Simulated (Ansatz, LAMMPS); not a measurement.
# Localised basis functions on glassy 53P2O5-24SrO-24Li2O (mol %) (83 atoms)

Wanted: errors and times of a linear-scaling basis for glassy 53P2O5-24SrO-24Li2O (mol %) (83 atoms). A setting counts as converged where the r.m.s. difference of forces stays under 1 % of the r.m.s. force.

Main program and level: Ansatz 0.2.0; Kohn-Sham DFT, PBE, PAW (set soft_2), plane waves.

**1. The starting structure**

The cell holds 83 atoms: 18 P, 4 Sr, 8 Li and 53 O. Cell: a = 10.406 Å, b = 10.406 Å, c = 10.406 Å, α = 90.0°, β = 90.0°, γ = 90.0°. 83 atoms (18 P, 4 Sr, 8 Li, 53 O) placed at random at 2.74 g/cm³, melted at 4000 K for 10 ps at fixed volume with the Morse and Coulomb pair potential with partial charges (Pedone, Malavasi, Menziani, Cormack and Segre, J. Phys. Chem. B 110, 11780 (2006)). Quenched from 4000 K to 300 K at 20 K/ps and fixed volume, held 10 ps at zero pressure, then minimised at fixed cell.

Limits known from the start: The quench rate of 20 K/ps far exceeds what a furnace or splat quench reaches, so expect more defects and frozen-in strain than in a real sample. The starting topology of bonds comes from the classical model, and needn't be the one that DFT or experiment would give. Sampling is at Γ alone, for a cell whose shortest periodic width is 10 Å.

**2. How the cell was made**

A classical potential supplies the starting structure, since it reaches far longer times than DFT.

This step: classical MD, Morse and Coulomb pair potential with partial charges (Pedone, Malavasi, Menziani, Cormack and Segre, J. Phys. Chem. B 110, 11780 (2006)) (LAMMPS 22 Jul 2025 - Update 4).

Input file in.lmp:

```
# melt-quench of P18Sr4Li8O53
units metal
atom_style charge
boundary p p p
region box block 0 10.3210 0 10.3210 0 10.3210
create_box 4 box
mass 1 30.9738   # P
mass 2 87.6200   # Sr
mass 3 6.9400   # Li
mass 4 15.9990   # O
create_atoms 1 random 18 727410 NULL overlap 1.5 maxtry 2000
create_atoms 2 random 4 727417 NULL overlap 1.5 maxtry 2000
create_atoms 3 random 8 727424 NULL overlap 1.5 maxtry 2000
create_atoms 4 random 53 727431 NULL overlap 1.5 maxtry 2000
pair_style hybrid/overlay pedone 5.5 coul/long 8.0
pair_coeff * * coul/long
pair_coeff 1 4 pedone 0.831326 2.585833 1.800790 1   # P-O
pair_coeff 2 4 pedone 0.019623 1.886000 3.328330 3   # Sr-O
pair_coeff 3 4 pedone 0.001114 3.429506 2.681360 1   # Li-O
pair_coeff 4 4 pedone 0.042395 1.379316 3.618701 22   # O-O
set type 1 charge 3
set type 2 charge 1.2
set type 3 charge 0.6
set type 4 charge -1.2
kspace_style pppm 1.0e-4
neigh_modify delay 0 every 1 check yes
thermo_style custom step time temp pe press density
thermo_modify norm yes
timestep 0.002
thermo 100
min_style cg
minimize 1e-4 1e-4 200 2000
reset_timestep 0
velocity all create 4000 727411 mom yes dist gaussian
# [... 14 lines left out ...]
thermo 1666
fix md all npt temp 300 300 0.2 iso 0 0 2
run 5000 post no
unfix md
thermo 100
min_style cg
minimize 0 1e-3 2000 20000
write_dump all custom glass.dump id type xs ys zs modify sort id
```

The run is started by

```console
lmp -in in.lmp -log none -nocite
```

Log:

```text
LAMMPS (22 Jul 2025 - Update 4)
Created orthogonal box = (0 0 0) to (10.321 10.321 10.321)
Created 18 atoms
Created 4 atoms
Created 8 atoms
Created 53 atoms
PPPM initialization ...
  G vector (1/distance) = 0.38740435
  grid = 12 12 12
  estimated relative force accuracy = 5.5075363e-05
   Step          Time           Temp          PotEng         Press         Density
         0   0              0             -5.4864408      427779.38      2.7360005
        87   0.174          0             -18.498059      10750.783      2.7360005
Loop time of 0.0477298 s on 1 MPI rank(s) for 87 steps with 83 atoms
Minimization stats:
  Stopping criterion = energy tolerance
  Energy initial, next-to-last, final =
     -5.48644075971207  -18.4962274157537  -18.4980594140321
  Force two-norm initial, final = 278.10258 3.4029151
  Iterations, force evaluations = 87 116
   Step          Time           Temp          PotEng         Press         Density
         0   0              4000          -18.498059      51940.826      2.7360005
       500   1              1638.1921     -18.334534      55127.215      2.7360005
      1000   2              1793.7323     -18.386662      60891.091      2.7360005
Loop time of 0.334677 s on 1 MPI rank(s) for 1000 steps with 83 atoms
   Step          Time           Temp          PotEng         Press         Density
[... 2 lines left out ...]
      2499   4.998          3550.6497     -18.07525       51453.312      2.7360005
      3332   6.664          3975.6824     -18.015128      45618.369      2.7360005
      4165   8.33           4504.112      -18.04697       102000.28      2.7360005
      4998   9.996          5226.0268     -18.033411      81768.588      2.7360005
      5831   11.662         3745.0679     -18.061203      52419.607      2.7360005
[... 1 line left out ...]
Loop time of 1.78172 s on 1 MPI rank(s) for 5000 steps with 83 atoms
   Step          Time           Temp          PotEng         Press         Density
[... 12 lines left out ...]
Loop time of 31.4401 s on 1 MPI rank(s) for 92500 steps with 83 atoms
   Step          Time           Temp          PotEng         Press         Density
[... 3 lines left out ...]
    103292   206.584        333.88271     -18.634954     -15024.121      2.6312577
    103500   207            314.01857     -18.642342     -15508.105      2.6695275
Loop time of 2.17308 s on 1 MPI rank(s) for 5000 steps with 83 atoms
   Step          Time           Temp          PotEng         Press         Density
    103500   207            314.01857     -18.642342     -15507.869      2.6695275
    103526   207.052        314.01857     -18.67807      -1931.0936      2.6695275
Loop time of 0.0319831 s on 1 MPI rank(s) for 26 steps with 83 atoms
Minimization stats:
  Stopping criterion = linesearch alpha is zero
  Energy initial, next-to-last, final =
     -18.6423415777721  -18.6780701870833  -18.6780701870833
  Force two-norm initial, final = 14.750205 0.55492863
  Iterations, force evaluations = 26 87
```

It took 36 s on 1 thread of Arm Neoverse V2, shared host; peak memory 0.07 GiB.

**3. Plane-wave single point**

This run is the reference for what follows, at a cutoff of 420 eV.

Input file input.yaml:

```yaml
crystal:
  lattice:
    - [10.40597, 0.0, 0.0]
    - [0.0, 10.40597, 0.0]
    - [0.0, 0.0, 10.40597]
  atoms:
    - { symbol: P, position: [0.17508, 0.44774, 0.09774] }
    - { symbol: P, position: [0.4679, 0.07505, 0.31978] }
    - { symbol: P, position: [0.0524, 0.96593, 0.54164] }
    - { symbol: P, position: [0.16367, 0.50808, 0.6234] }
    - { symbol: P, position: [0.34917, 0.87866, 0.91006] }
    - { symbol: P, position: [0.1088, 0.76968, 0.76428] }
    - { symbol: P, position: [0.78344, 0.36049, 0.32199] }
    - { symbol: P, position: [0.21126, 0.21183, 0.27015] }
    - { symbol: P, position: [0.6812, 0.29494, 0.83634] }
    - { symbol: P, position: [0.30339, 0.14604, 0.78683] }
    - { symbol: P, position: [0.53497, 0.18893, 0.59678] }
    - { symbol: P, position: [0.89532, 0.75413, 0.40062] }
    - { symbol: P, position: [0.52837, 0.4501, 0.43608] }
    - { symbol: P, position: [0.01632, 0.03003, 0.13707] }
    - { symbol: P, position: [0.491, 0.67826, 0.61971] }
    - { symbol: P, position: [0.1507, 0.61271, 0.34447] }
    - { symbol: P, position: [0.66946, 0.91552, 0.58928] }
    - { symbol: P, position: [0.71909, 0.72864, 0.15984] }
    - { symbol: Sr, position: [0.00423, 0.25737, 0.82879] }
    - { symbol: Sr, position: [0.77958, 0.64217, 0.80543] }
    - { symbol: Sr, position: [0.52285, 0.47519, 0.09489] }
    - { symbol: Sr, position: [0.8264, 0.9571, 0.90762] }
    - { symbol: Li, position: [0.86232, 0.45346, 0.053] }
    - { symbol: Li, position: [0.42265, 0.77751, 0.22824] }
    - { symbol: Li, position: [0.37255, 0.42588, 0.84974] }
    - { symbol: Li, position: [0.75934, 0.06304, 0.32423] }
    - { symbol: Li, position: [0.3173, 0.84777, 0.45205] }
    - { symbol: Li, position: [0.72057, 0.1566, 0.11501] }
    - { symbol: Li, position: [0.02136, 0.26234, 0.52147] }
    - { symbol: Li, position: [0.2312, 0.85885, 0.20897] }
    - { symbol: O, position: [0.3429, 0.14503, 0.27371] }
    - { symbol: O, position: [0.12458, 0.63593, 0.69767] }
    - { symbol: O, position: [0.22824, 0.8144, 0.84197] }
    - { symbol: O, position: [0.25431, 0.712, 0.32798] }
    - { symbol: O, position: [0.04965, 0.89253, 0.16531] }
    - { symbol: O, position: [0.75218, 0.34561, 0.1802] }
    - { symbol: O, position: [0.4915, 0.13396, 0.45521] }
    - { symbol: O, position: [0.9931, 0.76356, 0.8493] }
    - { symbol: O, position: [0.78203, 0.39863, 0.82538] }
    - { symbol: O, position: [0.9097, 0.42669, 0.33706] }
    - { symbol: O, position: [0.1698, 0.54668, 0.4774] }
    - { symbol: O, position: [0.2849, 0.50457, 0.0239] }
    - { symbol: O, position: [0.97329, 0.08096, 0.57196] }
    - { symbol: O, position: [0.74426, 0.18161, 0.90327] }
    - { symbol: O, position: [0.56288, 0.34056, 0.90618] }
    - { symbol: O, position: [0.96504, 0.87642, 0.45288] }
    - { symbol: O, position: [0.33422, 0.86746, 0.05268] }
    - { symbol: O, position: [0.76679, 0.89119, 0.69266] }
    - { symbol: O, position: [0.17093, 0.26426, 0.39617] }
    - { symbol: O, position: [0.80998, 0.74798, 0.27923] }
    - { symbol: O, position: [0.57618, 0.10864, 0.2323] }
    - { symbol: O, position: [0.08098, 0.86795, 0.65517] }
    - { symbol: O, position: [0.47114, 0.82832, 0.8559] }
    - { symbol: O, position: [0.71722, 0.92713, 0.4537] }
    - { symbol: O, position: [0.27848, 0.25534, 0.87622] }
    - { symbol: O, position: [0.35612, 0.72946, 0.61074] }
    - { symbol: O, position: [0.3415, 0.02285, 0.86479] }
    - { symbol: O, position: [0.77338, 0.23858, 0.39877] }
    - { symbol: O, position: [0.59891, 0.04329, 0.62012] }
    - { symbol: O, position: [0.6351, 0.2481, 0.70166] }
    - { symbol: O, position: [0.88399, 0.06718, 0.18023] }
    - { symbol: O, position: [0.52195, 0.33575, 0.53089] }
    - { symbol: O, position: [0.76973, 0.61888, 0.07714] }
    - { symbol: O, position: [0.71676, 0.84751, 0.07948] }
    - { symbol: O, position: [0.18322, 0.10959, 0.71778] }
    - { symbol: O, position: [0.58785, 0.68683, 0.20716] }
    - { symbol: O, position: [0.66562, 0.44146, 0.37748] }
    - { symbol: O, position: [0.57553, 0.79917, 0.59295] }
    - { symbol: O, position: [0.05326, 0.42715, 0.02399] }
    - { symbol: O, position: [0.43492, 0.43166, 0.32819] }
    - { symbol: O, position: [0.03221, 0.06145, 0.99568] }
    - { symbol: O, position: [0.06058, 0.41044, 0.64567] }
    - { symbol: O, position: [0.29152, 0.46485, 0.67205] }
    - { symbol: O, position: [0.83455, 0.68628, 0.51219] }
    - { symbol: O, position: [0.43919, 0.93497, 0.33386] }
    - { symbol: O, position: [0.5091, 0.57865, 0.50594] }
    - { symbol: O, position: [0.21274, 0.31966, 0.16687] }
    - { symbol: O, position: [0.1517, 0.53334, 0.22] }
    - { symbol: O, position: [0.54761, 0.60443, 0.72942] }
    - { symbol: O, position: [0.17554, 0.97898, 0.46714] }
    - { symbol: O, position: [0.41197, 0.173, 0.68708] }
    - { symbol: O, position: [0.1141, 0.11514, 0.21316] }
    - { symbol: O, position: [0.01981, 0.67864, 0.36168] }
kpoints:
  mp_grid: { grid: [1, 1, 1] }
hamiltonian:
  xc: pbe
scf:
  occupations: { method: fixed }
output:
  forces: true
  stress: true
  populations: true
  dos:
    method: { smearing: { sigma: 0.08 } }
    de: 0.1
    projected: { site_lists: { Li: [Li], O: [O], P: [P], Sr: [Sr] } }
  eigenvalues: true
  write_density: true
  write_potential: true
  volumetric_format: npy
  elf: true
```

The run is started by

```console
ansatz run input.yaml --threads 4 --pin off --max-ram 8192MiB --backend cpu --events-out ev --progress --plain --runs-dir out
```

Log:

```text
Engine: ansatz 0.2.0, aarch64-unknown-linux-gnu
Pseudopotentials: kind: paw
Pseudopotential: P, paw, valence charge 5, recommended cutoff 420 eV (normal), P.paw.azcp
Pseudopotential: Sr, paw, valence charge 10, recommended cutoff 420 eV (normal), Sr.paw.azcp
Pseudopotential: Li, paw, valence charge 3, recommended cutoff 420 eV (normal), Li.paw.azcp
Pseudopotential: O, paw, valence charge 6, recommended cutoff 420 eV (normal), O.paw.azcp
[... 5 lines on functional and potentials left out ...]
Crystal: 83 atoms, lattice volume = 1126.802 Å³
Basis set: ecut = 420 eV, 22119 PW (Γ), exchange–correlation on 144×144×144 points (8 copies of the dense FFT grid, shifted against one another)
Bands: 319, of which v1, the nominal top of the filled ones, is band 236 counted from 1 (235 counted from 0)
Symmetry: 1 space group operations
Space group: P1 (ITA 1), of the structure as read, at distance tolerance 1.0e-4 Å
k-points: 1
[... 9 lines on functional and potentials left out ...]
Initial density: superposition of atomic densities (neutral atoms: chi_scale 0, normalization atom), corrected by the library's trained network
Initial wavefunctions: pseudopotential atomic-orbital guess
Functional: x = pbe(κ = 0.804, μ = 0.219515), c = pbe(β = 0.066725)
SCF iter   1: F=—  HF=-59537.885470 eV  |F-HF|=—  |Δ(HF+E_count)|=         —  Δρ=3.53e-3  dr2=1.84e-1  ethr=1.77e-3  ⟨swp⟩=7.0  Hψ=1304  notcnv=0  defer=81
preconditioner: auto → Resta (q_TF=auto, 2.360 Å⁻¹)  ε∞=3.0  [insulator: Δε(μ)=2.870 eV  Ē_g=16.413 eV  n_scr=250 (ndim 8)  ℏωp=23.4 eV  f_vac=0.161  ε∞_Penn≈3.0]
SCF iter   2: F=—  HF=-59537.855028 eV  |F-HF|=—  |Δ(HF+E_count)|=   3.04e-2  Δρ=1.84e-3  dr2=4.02e-2  ethr=3.89e-5  ⟨swp⟩=4.0  Hψ=569  notcnv=0  defer=81
SCF iter   3: F=—  HF=-59537.853023 eV  |F-HF|=—  |Δ(HF+E_count)|=   2.00e-3  Δρ=7.74e-4  dr2=1.20e-2  ethr=8.52e-6  ⟨swp⟩=3.0  Hψ=442  notcnv=0  defer=81
SCF iter   4: F=—  HF=-59537.850982 eV  |F-HF|=—  |Δ(HF+E_count)|=   2.04e-3  Δρ=2.98e-4  dr2=1.26e-3  ethr=2.55e-6  ⟨swp⟩=3.0  Hψ=440  notcnv=0  defer=81
SCF iter   5: F=—  HF=-59537.850950 eV  |F-HF|=—  |Δ(HF+E_count)|=   3.18e-5  Δρ=1.69e-4  dr2=2.88e-4  ethr=2.67e-7  ⟨swp⟩=2.0  Hψ=542  notcnv=0  defer=81
SCF iter   6: F=—  HF=-59537.850936 eV  |F-HF|=—  |Δ(HF+E_count)|=   1.38e-5  Δρ=5.21e-5  dr2=2.50e-5  ethr=6.10e-8  ⟨swp⟩=3.0  Hψ=469  notcnv=0  defer=81
SCF iter   7: F=—  HF=-59537.853089 eV  |F-HF|=—  |Δ(HF+E_count)|=   2.15e-3  Δρ=2.09e-5  dr2=4.29e-6  ethr=5.30e-9  ⟨swp⟩=3.0  Hψ=528  notcnv=0  defer=81
SCF iter   8: F=—  HF=-59537.853090 eV  |F-HF|=—  |Δ(HF+E_count)|=   1.09e-6  Δρ=8.35e-6  dr2=6.57e-7  ethr=9.10e-10  ⟨swp⟩=3.0  Hψ=472  notcnv=0  defer=81
SCF iter   9: F=-59537.853091 eV  HF=-59537.853091 eV  |F-HF|=4.40e-8  |Δ(HF+E_count)|=   3.04e-7  Δρ=2.35e-6  dr2=6.10e-8  ethr=2.12e-11  ⟨swp⟩=31.0  Hψ=4392  notcnv=0
SCF 1 converged in 9 iterations: F = -59537.853091 eV  dr2 = 6.10e-8
  greatest PAW one-centre occupation: 1.000 electrons in one spin orbital (limit 2), on the Li atom at site 29 (counted from 0), in its partial waves of l = 0
SCF converged after 9 iterations
Free energy (F): -59537.853091 eV
Harris-Foulkes:  -59537.853091 eV  (|F-HF|=4.40e-8)
Internal energy: -59537.853091 eV  (E = F + TS)
E sigma→0 (E₀):  -59537.853091 eV
Fermi energy:    4.333774 eV
--- Per-component energies (eV) ---
  E_band       = -3155.495401
  E_kinetic    = 12009.635413
  E_local      = -33226.847721  (includes V_loc(G=0)·N_el)
  E_nonlocal   = 3639.178590
  E_hartree    = 11833.494374
  E_xc         = -5845.062117
  E_vxc        = -6905.281373  (∫ρ·V_xc dr)
  E_paw        = -29609.891396  (= ΣΔE_a)
  E_vpaw       = -2339.304825  (= ΣTr[D̂ρ^β])
  E_aug_tail   = 0.133968  (compensation charges beyond the density's cutoff)
  E_ewald      = -18338.494201
  E_smearing   = -0.000000  (= −TS)
  E_closure    = -0.000000  (closes the sum)
  Σ components = -59537.853091   (vs F -59537.853091, Δ=0.00e0)
--- Forces (eV/Å), atoms counted from 1 ---
  atom   1  P     -0.32852685    -0.49616858    -1.24420211
  atom   2  P      2.08824029    -0.71148868    -0.12265920
  atom   3  P      1.51640476     1.12188276    -2.18332433
  atom   4  P      2.18059541    -1.97697239     1.71472622
  atom   5  P      3.13621084    -0.21902222     0.25376543
  atom   6  P     -0.37791205     0.95848422     0.15690504
  atom   7  P      2.39919846    -1.61484573     0.53918265
  atom   8  P     -2.40819415     0.31590556     2.73554135
  atom   9  P     -1.07931749    -0.32345151     1.22153694
  atom  10  P     -3.11651182    -0.69210325     0.36948631
  atom  11  P      0.09613861    -0.78118906    -0.38696884
  atom  12  P     -1.68297725    -1.16544012     3.93627192
  atom  13  P      0.35852041    -1.67860729    -2.04615678
  atom  14  P     -1.12841131    -1.93532161    -0.90203462
[...]
atom  82  O      1.92650829     1.11502637     1.08341913
  atom  83  O      1.03062939    -1.17799823    -1.67895850
  max |Σ_I F_I| component: 1.30e-4 eV/Å
--- Stress (GPa, compression-positive) ---
        2.581827       0.020977       0.026727
        0.020979       3.462443       0.787743
        0.026724       0.787747       1.390316
  P = ⅓ Tr σ = 2.4782 GPa (24.782 kbar)
--- Band table (eV) ---
  k-point 0: bands = ["-40.8147", "-40.6304", "-40.6176", "-40.4845", [... 303 levels ...], "12.9408", "13.0197", "13.0582", "13.0939", "13.1328", "13.1580", "13.1941", "13.2132", "13.2693", "13.3106", "13.3899", "13.4390"]
--- Löwdin populations: 83 sites ---
  site symbol       q [e]
     0      P      2.7705
     1      P      2.7716
     2      P      2.8094
[...]
82      O      6.7256
  spilling = 0.016895 (of n_electrons = 472.000000)
```

Wall time 15 s (4 threads of Arm Neoverse V2, shared host); peak memory 1.3 GiB; 57 s of CPU time.

The column dr2 measures how far the density is from self-consistency, as an energy; F and HF (Harris–Foulkes) agree once it is small.

Numbers from this run:

* free energy: -59537.8531 eV
* free energy per atom: -717.3235 eV/atom
* SCF cycles: 9
* pressure: 2.478 GPa
* r.m.s. force component: 1.102 eV/Å
* longest force: 4.437 eV/Å
* Fermi energy: 4.334 eV
* gap (highest filled to lowest empty level): 2.396 eV
* spilling of the projection: 0.0169

The r.m.s. force component of 1.1 eV/Å sets the scale for the differences below.

**4. Support functions low**

The cell is solved in localised support functions.

This step: Kohn-Sham DFT, PBE, PAW (set soft_2), localised support functions (low) (Ansatz 0.2.0).

input.yaml, the sections that differ from step 3:

```yaml
scf:
  occupations: { method: fixed }
  eigensolver: { kind: { support_functions: { accuracy: low } } }
  max_iter: 150
output:
  forces: true
  eigenvalues: true
# crystal, kpoints, hamiltonian: as in step 3
```

Log:

```text
Warning: scf.eigensolver.kind.support_functions: disabling space-group detection — the functions' gradient is summed over unrotated k-points, so no spatial operation reduces the k-mesh or symmetrises the density; time reversal is kept, so that k and −k are solved as one point where they differ and the mesh holds both, and exact exchange and, on two spinor components, a DFT+U term hold to it where the run has them: [...]
settings of this run that can trade accuracy for cost: scf.eigensolver.kind.support_functions; scf.eigensolver.kind.support_functions.accuracy: low [...]
[...]
Crystal: 83 atoms, lattice volume = 1126.802 Å³
Basis set: ecut = 420 eV, 22119 PW (Γ), exchange–correlation on 150×150×150 points (8 copies of the dense FFT grid, shifted against one another)
Bands: 284, of which v1, the nominal top of the filled ones, is band 236 counted from 1 (235 counted from 0)
Symmetry: 1 space group operations
k-points: 1
[...]
SCF iter   1: F=—  HF=-59509.139693 eV  |F-HF|=—  |Δ(HF+E_count)|=         —  Δρ=1.12e-1  dr2=1.75e2  ethr=1.00e-1
[...]
SCF iter  13: F=-59538.233376 eV  HF=-59538.233375 eV  |F-HF|=3.33e-7  |Δ(HF+E_count)|=   1.89e-3  Δρ=1.44e-5  dr2=4.99e-6  ethr=3.96e-9
SCF 1 converged in 13 iterations: F = -59538.256105 eV  dr2 = 4.99e-6
[...]
SCF converged after 13 iterations
Stability not checked: this state was not tested for a lower state beside it, because the mixer in use, unlike msr1, does not test its closes by its own steps (another_mixer; see scf.mixing.algorithm and scf.lower_state_search)
Free energy (F): -59538.256105 eV
[...]
Internal energy: -59538.256105 eV  (E = F + TS)
E sigma→0 (E₀):  -59538.256105 eV
Fermi energy:    4.333739 eV
[...]
--- Forces (eV/Å), atoms counted from 1 ---
  atom   1  P     -0.32881147    -0.49609554    -1.24423456
  atom   2  P      2.08799425    -0.71166759    -0.12299562
  atom   3  P      1.51645264     1.12179725    -2.18306933
  atom   4  P      2.18044193    -1.97594937     1.71529407
  atom   5  P      3.13482071    -0.21887923     0.25422313
  atom   6  P     -0.37598313     0.95827234     0.15621275
  atom   7  P      2.39934951    -1.61504389     0.53870385
  atom   8  P     -2.40950126     0.31442658     2.73492656
  atom   9  P     -1.08005243    -0.32500382     1.22275395
  atom  10  P     -3.11738350    -0.69313437     0.36939449
  atom  11  P      0.09559613    -0.78135720    -0.38717517
  atom  12  P     -1.68117043    -1.16361993     3.93483997
  atom  13  P      0.35860853    -1.67887831    -2.04613381
  atom  14  P     -1.12834207    -1.93552666    -0.90171398
[...]
atom  82  O      1.92657669     1.11471847     1.08402054
  atom  83  O      1.03010483    -1.17808628    -1.67928836
  max |Σ_I F_I| component: 3.77e-3 eV/Å
--- Band table (eV) ---
[...]
```

Elapsed: 89 s, on 4 threads; peak memory 3.3 GiB; 5.8 min of CPU time.

The program notes that the band table was not solved further than the SCF left it and it switched symmetry off.

Keys that differ from the reference: support_functions.accuracy = "low" and scf.max_iter = 150.

Forces differ from the reference by 0.91 meV/Å r.m.s., 0.083 % of their size, well within a tolerance of 1 %; the energy by -4.9 meV/atom. It took roughly 5.8 times the reference's time (one timing each, with unlike analyses asked), in 13 cycles against 9.

(Continued in part 2 of 2.)

[Long decimals in the printed logs are rounded to 6 places.]

[Logs are printed without paths, hosts, clocks, repeated set-up lines and the standing remarks that a program may print on its own settings, such as how far it seeks lower states.]

[Hosts, paths, dates, database ids (printed as entryN), source tags and the programs' standing remarks are cut or masked in the printed files.]
